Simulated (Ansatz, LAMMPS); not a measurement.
## Structural relaxation of amorphous 79SiO2-21Al2O3 (mol %) (96 atoms)

Aim: bring amorphous 79SiO2-21Al2O3 (mol %) (96 atoms) to a nearby minimum of the energy and see what moves.

Method: Kohn-Sham DFT, PBE, PAW (set soft_2), plane waves, in Ansatz 0.2.0.

Most raw output is cut from this account.

**1. The starting structure**

The cell holds 96 atoms: 22 Si, 12 Al and 62 O. Its edges and angles: a = 10.999 Å, b = 10.999 Å, c = 10.999 Å, α = 90.0°, β = 90.0°, γ = 90.0°. 96 atoms (22 Si, 12 Al, 62 O) placed at random at 2.41 g/cm³, melted at 5000 K for 10 ps at fixed volume with the Morse and Coulomb pair potential with partial charges (Pedone, Malavasi, Menziani, Cormack and Segre, J. Phys. Chem. B 110, 11780 (2006)). Quenched from 5000 K to 300 K at 50 K/ps and fixed volume, held 5 ps, then minimised at fixed cell.

Before any run, some limits are plain. The quench rate of 50 K/ps is many orders above laboratory rates, so the cell is likely richer in defects and strain than a real sample. The starting topology of bonds comes from the classical model. Only the Γ point is sampled in the main run, in a cell whose shortest periodic width is 11 Å.

**2. How the cell was made**

A classical potential makes the cell, at a small fraction of what the same run would cost in DFT.

This step: classical MD, Morse and Coulomb pair potential with partial charges (Pedone, Malavasi, Menziani, Cormack and Segre, J. Phys. Chem. B 110, 11780 (2006)) (LAMMPS 22 Jul 2025 - Update 4).

Contents of in.lmp:

```
# melt-quench of Si22Al12O62
units metal
atom_style charge
boundary p p p
region box block 0 10.9994 0 10.9994 0 10.9994
create_box 3 box
mass 1 28.0850   # Si
mass 2 26.9815   # Al
mass 3 15.9990   # O
create_atoms 1 random 22 41489 NULL overlap 1.5 maxtry 2000
create_atoms 2 random 12 41496 NULL overlap 1.5 maxtry 2000
create_atoms 3 random 62 41503 NULL overlap 1.5 maxtry 2000
pair_style hybrid/overlay pedone 5.5 coul/long 8.0
pair_coeff * * coul/long
pair_coeff 1 3 pedone 0.340554 2.006700 2.100000 1   # Si-O
pair_coeff 2 3 pedone 0.361581 1.900442 2.164818 0.9   # Al-O
pair_coeff 3 3 pedone 0.042395 1.379316 3.618701 22   # O-O
set type 1 charge 2.4
set type 2 charge 1.8
set type 3 charge -1.2
kspace_style pppm 1.0e-4
neigh_modify delay 0 every 1 check yes
thermo_style custom step time temp pe press density
thermo_modify norm yes
timestep 0.002
thermo 100
min_style cg
minimize 1e-4 1e-4 200 2000
reset_timestep 0
velocity all create 5000 41490 mom yes dist gaussian
fix lim all nve/limit 0.05
fix lan all langevin 5000 5000 0.2 41491 zero yes
thermo 500
run 1000 post no
# [... 10 lines left out ...]
thermo 1250
fix md all nvt temp 300 300 0.2
run 2500 post no
unfix md
thermo 100
min_style cg
minimize 0 1e-3 2000 20000
write_dump all custom glass.dump id type xs ys zs modify sort id
```

Started as:

```sh
> lmp -in in.lmp -log none -nocite
```

Run time: 14 s. Hardware: 1 thread of AMD EPYC 9B45 (Zen 5), shared host; peak memory 0.072 GiB.

**3. Single point at the start**

A single point comes first, to see the forces before anything moves.

Contents of input.yaml:

```yaml
crystal:
  lattice:
    - [10.9994, 0.0, 0.0]
    - [0.0, 10.9994, 0.0]
    - [0.0, 0.0, 10.9994]
  atoms:
    - { symbol: Si, position: [0.396, 0.26617, 0.57639] }
    - { symbol: Si, position: [0.39316, 0.6456, 0.44286] }
    - { symbol: Si, position: [0.64945, 0.189, 0.96628] }
    - { symbol: Si, position: [0.95438, 0.99927, 0.60754] }
    - { symbol: Si, position: [0.60964, 0.92194, 0.23873] }
    - { symbol: Si, position: [0.16835, 0.08993, 0.76352] }
    - { symbol: Si, position: [0.85076, 0.23136, 0.49954] }
    - { symbol: Si, position: [0.32095, 0.49192, 0.02558] }
    - { symbol: Si, position: [0.0471, 0.50119, 0.03926] }
    - { symbol: Si, position: [0.76246, 0.37209, 0.74136] }
    - { symbol: Si, position: [0.03558, 0.06911, 0.9975] }
    - { symbol: Si, position: [0.34328, 0.8933, 0.33623] }
    - { symbol: Si, position: [0.1335, 0.29493, 0.44148] }
    - { symbol: Si, position: [0.04896, 0.53925, 0.32532] }
    - { symbol: Si, position: [0.76814, 0.55389, 0.34921] }
    - { symbol: Si, position: [0.66382, 0.76857, 0.4772] }
    - { symbol: Si, position: [0.21021, 0.11222, 0.22598] }
    - { symbol: Si, position: [0.53064, 0.40208, 0.36647] }
    - { symbol: Si, position: [0.42282, 0.77441, 0.78897] }
    - { symbol: Si, position: [0.97614, 0.82759, 0.09517] }
    - { symbol: Si, position: [0.38478, 0.98603, 0.61336] }
    - { symbol: Si, position: [0.94924, 0.58804, 0.78666] }
    - { symbol: Al, position: [0.86424, 0.29037, 0.99052] }
    - { symbol: Al, position: [0.23139, 0.75055, 0.95826] }
    - { symbol: Al, position: [0.69721, 0.2071, 0.2421] }
    - { symbol: Al, position: [0.78123, 0.82773, 0.73714] }
    - { symbol: Al, position: [0.44303, 0.27533, 0.13734] }
    - { symbol: Al, position: [0.02284, 0.81279, 0.38613] }
    - { symbol: Al, position: [0.66696, 0.64411, 0.83062] }
    - { symbol: Al, position: [0.27426, 0.3655, 0.79865] }
    - { symbol: Al, position: [0.72246, 0.68924, 0.09111] }
    - { symbol: Al, position: [0.19861, 0.62451, 0.67608] }
    - { symbol: Al, position: [0.59405, 0.89796, 0.96039] }
    - { symbol: Al, position: [0.48853, 0.48028, 0.77496] }
    - { symbol: O, position: [0.27618, 0.73274, 0.80023] }
    - { symbol: O, position: [0.98254, 0.83787, 0.24117] }
    - { symbol: O, position: [0.9588, 0.18084, 0.94836] }
    - { symbol: O, position: [0.72445, 0.61323, 0.22471] }
    - { symbol: O, position: [0.30533, 0.63313, 0.02374] }
    - { symbol: O, position: [0.66187, 0.46059, 0.38754] }
    - { symbol: O, position: [0.44513, 0.84133, 0.91807] }
    - { symbol: O, position: [0.05642, 0.08566, 0.67058] }
    - { symbol: O, position: [0.01813, 0.58371, 0.91825] }
    - { symbol: O, position: [0.06778, 0.55141, 0.1767] }
    - { symbol: O, position: [0.26584, 0.00607, 0.69477] }
    - { symbol: O, position: [0.76264, 0.6634, 0.44728] }
    - { symbol: O, position: [0.44583, 0.873, 0.6858] }
    - { symbol: O, position: [0.50135, 0.64751, 0.77657] }
    - { symbol: O, position: [0.52811, 0.70613, 0.47723] }
    - { symbol: O, position: [0.10953, 0.7975, 0.03504] }
    - { symbol: O, position: [0.85819, 0.09265, 0.54794] }
    - { symbol: O, position: [0.70066, 0.82116, 0.60318] }
    - { symbol: O, position: [0.12836, 0.03027, 0.89067] }
    - { symbol: O, position: [0.41709, 0.35896, 0.69088] }
    - { symbol: O, position: [0.38639, 0.45129, 0.89588] }
    - { symbol: O, position: [0.66006, 0.60506, 0.97619] }
    - { symbol: O, position: [0.18037, 0.4395, 0.00477] }
    - { symbol: O, position: [0.90387, 0.50505, 0.34096] }
    - { symbol: O, position: [0.11524, 0.10679, 0.11589] }
    - { symbol: O, position: [0.88378, 0.44939, 0.77439] }
    - { symbol: O, position: [0.38188, 0.41918, 0.1288] }
    - { symbol: O, position: [0.33677, 0.17118, 0.18212] }
    - { symbol: O, position: [0.86756, 0.73922, 0.06148] }
    - { symbol: O, position: [0.64708, 0.46594, 0.75389] }
    - { symbol: O, position: [0.43275, 0.12701, 0.6085] }
    - { symbol: O, position: [0.99452, 0.27538, 0.48985] }
    - { symbol: O, position: [0.36315, 0.9461, 0.47466] }
    - { symbol: O, position: [0.3306, 0.74842, 0.35591] }
    - { symbol: O, position: [0.4807, 0.31422, 0.47032] }
    - { symbol: O, position: [0.20677, 0.48285, 0.73644] }
    - { symbol: O, position: [0.63521, 0.05007, 0.94251] }
    - { symbol: O, position: [0.5576, 0.304, 0.25258] }
    - { symbol: O, position: [0.43513, 0.51807, 0.37899] }
    - { symbol: O, position: [0.78612, 0.23239, 0.36845] }
    - { symbol: O, position: [0.00589, 0.91105, 0.50104] }
    - { symbol: O, position: [0.06538, 0.66599, 0.39223] }
    - { symbol: O, position: [0.25286, 0.27626, 0.53185] }
    - { symbol: O, position: [0.23665, 0.97342, 0.27847] }
    [... 12 atom lines left out ...]
    - { symbol: O, position: [0.73347, 0.27632, 0.86256] }
    - { symbol: O, position: [0.94807, 0.96134, 0.03851] }
    - { symbol: O, position: [0.74496, 0.23079, 0.0818] }
    - { symbol: O, position: [0.64889, 0.05885, 0.22596] }
    - { symbol: O, position: [0.31146, 0.63324, 0.56309] }
    - { symbol: O, position: [0.89638, 0.92195, 0.7153] }
kpoints:
  mp_grid: { grid: [1, 1, 1] }
hamiltonian:
  xc: pbe
scf:
  occupations: { method: fermi_dirac, width: 0.025 }
output:
  forces: true
```

Started as:

```sh
> ansatz run input.yaml --threads 4 --pin off --max-ram 8192MiB --backend cpu --events-out ev --progress --plain --runs-dir out
```

Run time: 5 s. Hardware: 4 threads of AMD EPYC 9B45 (Zen 5), shared host; peak memory 1.6 GiB.

Numbers from this run:

| Quantity | Value |
| --- | --- |
| free energy | -55723.0070 eV |
| free energy per atom | -580.4480 eV/atom |
| SCF cycles | 9 |
| r.m.s. force component | 0.6352 eV/Å |
| longest force | 2.494 eV/Å |
| Fermi energy | 4.496 eV |

The r.m.s. force component of 0.64 eV/Å sets the starting point.

Neighbours are counted within 2.12 Å (O-Si), 2.38 Å (O-Al).

Length of the force by element and coordination:

| element | coordination | atoms | mean length of the force (eV/Å) | spread | least | most |
| --- | --- | --- | --- | --- | --- | --- |
| Al | all | 12 | 0.564 | 0.191 | 0.266 | 0.863 |
| Al | 3 | 2 | 0.629 | 0.191 | 0.438 | 0.821 |
| Al | 4 | 9 | 0.583 | 0.171 | 0.266 | 0.863 |
| Al | 5 | 1 | 0.266 | 0 | 0.266 | 0.266 |
| O | all | 62 | 0.939 | 0.410 | 0.136 | 1.83 |
| O | 2 | 51 | 0.960 | 0.418 | 0.136 | 1.83 |
| O | 3 | 11 | 0.843 | 0.355 | 0.240 | 1.54 |
| Si | all | 22 | 1.33 | 0.606 | 0.522 | 2.49 |

**4. Cell and atoms relaxed**

The cell is relaxed with the atoms, since the starting lattice needn't suit this functional.

input.yaml: that of step 3 with these lines changed.

```diff
@@ -15 +15,5 @@
   forces: true
+relax:
+  f_tol: 0.04
+  max_steps: 250
+  cell: {}
```

The job ended after 59 s (4 threads; peak memory 1.6 GiB).

Step by step:

| step | energy less that of the first step (eV) | largest force component (eV/Å) | pressure (GPa) | volume (Å³) |
| --- | --- | --- | --- | --- |
| 1 | 0.0000 | 2.0665 | 3.03 | 1330.78 |
| 2 | -1.2291 | 1.4037 | 1.69 | 1333.98 |
| 3 | -2.8608 | 0.5241 | -0.63 | 1323.39 |
| 4 | -3.3993 | 0.5542 | 0.32 | 1294.58 |
| 5 | -3.4545 | 0.7514 | -0.09 | 1294.14 |
| 6 | -3.6409 | 0.1783 | -0.08 | 1292.92 |
| 7 | -3.6943 | 0.2046 | 0.01 | 1289.69 |
| 8 | -3.7240 | 0.3477 | -0.13 | 1287.54 |
| 9 | -3.7232 | 0.4792 | 0.10 | 1287.65 |
| 10 | -3.7635 | 0.0439 | 0.00 | 1287.77 |
| 11 | -3.7641 | 0.0131 | 0.00 | 1288.43 |
| 12* | -3.6864 | 0.0127 | -0.16 | 1288.43 |
| 13 | -3.7004 | 0.0319 | 0.00 | 1285.36 |
| 14* | -3.6902 | 0.0319 | -0.01 | 1285.36 |

Relaxation steps marked * repeat the geometry before them on a plane-wave basis chosen anew for their cell, so energy and pressure can jump there. Relaxation step 9 was tried and not accepted.

| cell as run | before | after | change |
| --- | --- | --- | --- |
| a (Å) | 10.999 | 10.744 | -2.3 % |
| b (Å) | 10.999 | 10.920 | -0.7 % |
| c (Å) | 10.999 | 10.964 | -0.3 % |
| α (°) | 90.00 | 91.45 | +1.6 % |
| β (°) | 90.00 | 88.60 | -1.6 % |
| γ (°) | 90.00 | 91.03 | +1.1 % |
| volume (Å³/atom) | 13.86 | 13.39 | -3.4 % |

The atoms that moved most (Å, as changes of fractional coordinates times the final cell):

| atom | dx | dy | dz | length |
| --- | --- | --- | --- | --- |
| Al28 | -0.487 | -0.319 | 0.165 | 0.605 |
| O46 | 0.447 | 0.323 | -0.198 | 0.586 |
| O62 | 0.196 | -0.022 | 0.463 | 0.503 |
| O59 | 0.463 | -0.113 | -0.144 | 0.498 |
| O40 | 0.150 | 0.183 | 0.376 | 0.444 |
| O85 | -0.341 | -0.206 | -0.055 | 0.403 |
| O96 | -0.115 | 0.263 | 0.245 | 0.377 |
| O75 | -0.155 | -0.248 | 0.213 | 0.362 |

The relaxation changed the energy by -38.4 meV/atom, and atoms moved by 0.23 Å r.m.s., 0.60 Å at most.

**5. Local order after relaxation**

Bonds before and after, by the cutoffs listed below:

| pair | bonds before | bonds after | mean before (Å) | mean after (Å) | spread before (Å) | spread after (Å) |
| --- | --- | --- | --- | --- | --- | --- |
| O-Si | 88 | 88 | 1.624 | 1.642 | 0.037 | 0.037 |
| O-Al | 47 | 50 | 1.780 | 1.811 | 0.111 | 0.119 |

Density 2.50 g/cm³, 13.39 Å³ an atom.

g(r), total and by pair (bins of 0.2 Å):

| r (Å) | total | O-O | O-Si | O-Al | Si-Si | Si-Al | Al-Al |
| --- | --- | --- | --- | --- | --- | --- | --- |
| 1.50 | 0.36 | 0.00 | 1.21 | 0.00 | 0.00 | 0.00 | 0.00 |
| 1.70 | 4.39 | 0.00 | 11.07 | 6.88 | 0.00 | 0.00 | 0.00 |
| 1.90 | 0.47 | 0.00 | 0.00 | 2.92 | 0.00 | 0.00 | 0.00 |
| 2.10 | 0.13 | 0.00 | 0.00 | 0.79 | 0.00 | 0.00 | 0.00 |
| 2.30 | 0.00 | 0.00 | 0.00 | 0.00 | 0.00 | 0.00 | 0.00 |
| 2.50 | 0.48 | 1.16 | 0.00 | 0.00 | 0.00 | 0.00 | 0.00 |
| 2.70 | 1.77 | 3.99 | 0.05 | 0.00 | 0.00 | 0.80 | 2.88 |
| 2.90 | 1.01 | 1.94 | 0.18 | 0.00 | 1.73 | 0.70 | 0.81 |
| 3.10 | 1.05 | 1.05 | 0.35 | 0.35 | 4.00 | 3.81 | 1.43 |
| 3.30 | 0.83 | 0.56 | 0.72 | 0.87 | 0.60 | 3.07 | 1.98 |
| 3.50 | 0.80 | 0.59 | 1.12 | 1.18 | 0.18 | 0.15 | 1.15 |
| 3.70 | 0.75 | 0.45 | 1.10 | 1.26 | 0.30 | 0.14 | 0.54 |
| 3.90 | 1.01 | 0.56 | 1.65 | 1.58 | 0.13 | 0.25 | 0.49 |
| 4.10 | 1.19 | 0.68 | 1.87 | 1.55 | 1.13 | 0.69 | 0.41 |
| 4.30 | 1.25 | 0.80 | 1.57 | 2.00 | 1.03 | 0.93 | 0.76 |
| 4.50 | 1.10 | 1.05 | 0.97 | 1.29 | 1.26 | 1.24 | 1.42 |
| 4.70 | 0.91 | 1.17 | 0.70 | 0.59 | 1.05 | 0.78 | 1.26 |
| 4.90 | 0.97 | 1.42 | 0.56 | 0.40 | 0.97 | 1.30 | 1.17 |
| 5.10 | 1.11 | 1.33 | 0.82 | 0.69 | 1.38 | 1.86 | 1.37 |
| 5.30 | 1.06 | 1.38 | 0.75 | 0.79 | 1.12 | 1.24 | 0.74 |

Bonds by pair of elements; cutoffs follow the first minimum of g(r), held within bounds set by covalent radii, and pairs that aren't listed don't count as bonded:

| pair A-B | cutoff (Å) | bonds | mean length (Å) | spread (Å) | shortest (Å) | B about A | A about B |
| --- | --- | --- | --- | --- | --- | --- | --- |
| O-Si | 2.12 | 88 | 1.64 | 0.037 | 1.58 | 1.42 | 4 |
| O-Al | 2.49 | 50 | 1.81 | 0.119 | 1.68 | 0.806 | 4.17 |

How many atoms have how many bonded neighbours:

| element | mean | 2 | 3 | 4 | 5 |
| --- | --- | --- | --- | --- | --- |
| Al | 4.17 | 0 | 0 | 10 | 2 |
| O | 2.23 | 48 | 14 | 0 | 0 |
| Si | 4 | 0 | 0 | 22 | 0 |

Bond angles (no mean is given where the spread exceeds 20°):

| angle | count | mean (°) | spread (°) |
| --- | --- | --- | --- |
| O-Si-O | 132 | 109 | 5.6 |
| O-Al-O | 80 | 108 | 15.7 |
| Al-O-Si | 46 | - | - |
| Si-O-Si | 29 | 139 | 12.9 |
| Al-O-Al | 15 | - | - |

Oxygen atoms by the number of network formers (Si, P, Ge, B, Al, As, Ga) bound to them:

| network formers bound to O | O atoms | per cent |
| --- | --- | --- |
| 0 | 0 | 0 |
| 1 | 0 | 0 |
| 2 | 48 | 77.4 |
| 3 | 14 | 22.6 |

Network units: each former by its oxygen neighbours and how many of them bridge to another former:

| former | O neighbours | bridging O | atoms |
| --- | --- | --- | --- |
| Si | 4 | 4 | 22 |
| Al | 4 | 4 | 10 |
| Al | 5 | 5 | 2 |

Bond length by coordination (bonds to H left out):

| element | coordination | atoms | mean bond length (Å) |
| --- | --- | --- | --- |
| Al | 4 | 10 | 1.79 |
| Al | 5 | 2 | 1.89 |
| O | 2 | 48 | 1.65 |
| O | 3 | 14 | 1.82 |

Rings of the network by King's shortest-path rule, up to 12 atoms, one path for each pair of neighbours; H, halogens, alkali and alkaline-earth atoms are left out, and the last column divides by all other atoms, bonded or not:

| ring size (atoms) | rings | per network atom |
| --- | --- | --- |
| 4 | 6 | 0.062 |
| 6 | 6 | 0.062 |
| 8 | 22 | 0.229 |
| 10 | 18 | 0.188 |
| 12 | 35 | 0.365 |

For some of the pairs, g(r) has its first main peak near 2.7 Å (O-O), 1.6 Å (O-Si), 1.8 Å (O-Al), 3.0 Å (Si-Si) and 3.2 Å (Si-Al). By these cutoffs 83 % of Al atoms have 4, 77 % of O atoms have 2 and all Si atoms have 4 bonded neighbours. The O-Si-O angle averages 109° with a spread of 6°. 77 % of the oxygens bridge two formers (Si and Al) and 0 % are non-bridging; 23 % join three. The commonest Si unit has 4 oxygens, 4 of them shared with other formers (22 of 22 atoms). Rings of 12 atoms are the most common (40 % of those counted); sizes run from 4 to 12, where the search stops.

[end of part 1 of 3]

[Logs are printed without paths, hosts, clocks, repeated set-up lines and the standing remarks that a program may print on its own settings, such as how far it seeks lower states.]

[Hosts, paths, dates, database ids (printed as entryN), source tags and the programs' standing remarks are cut or masked in the printed files.]
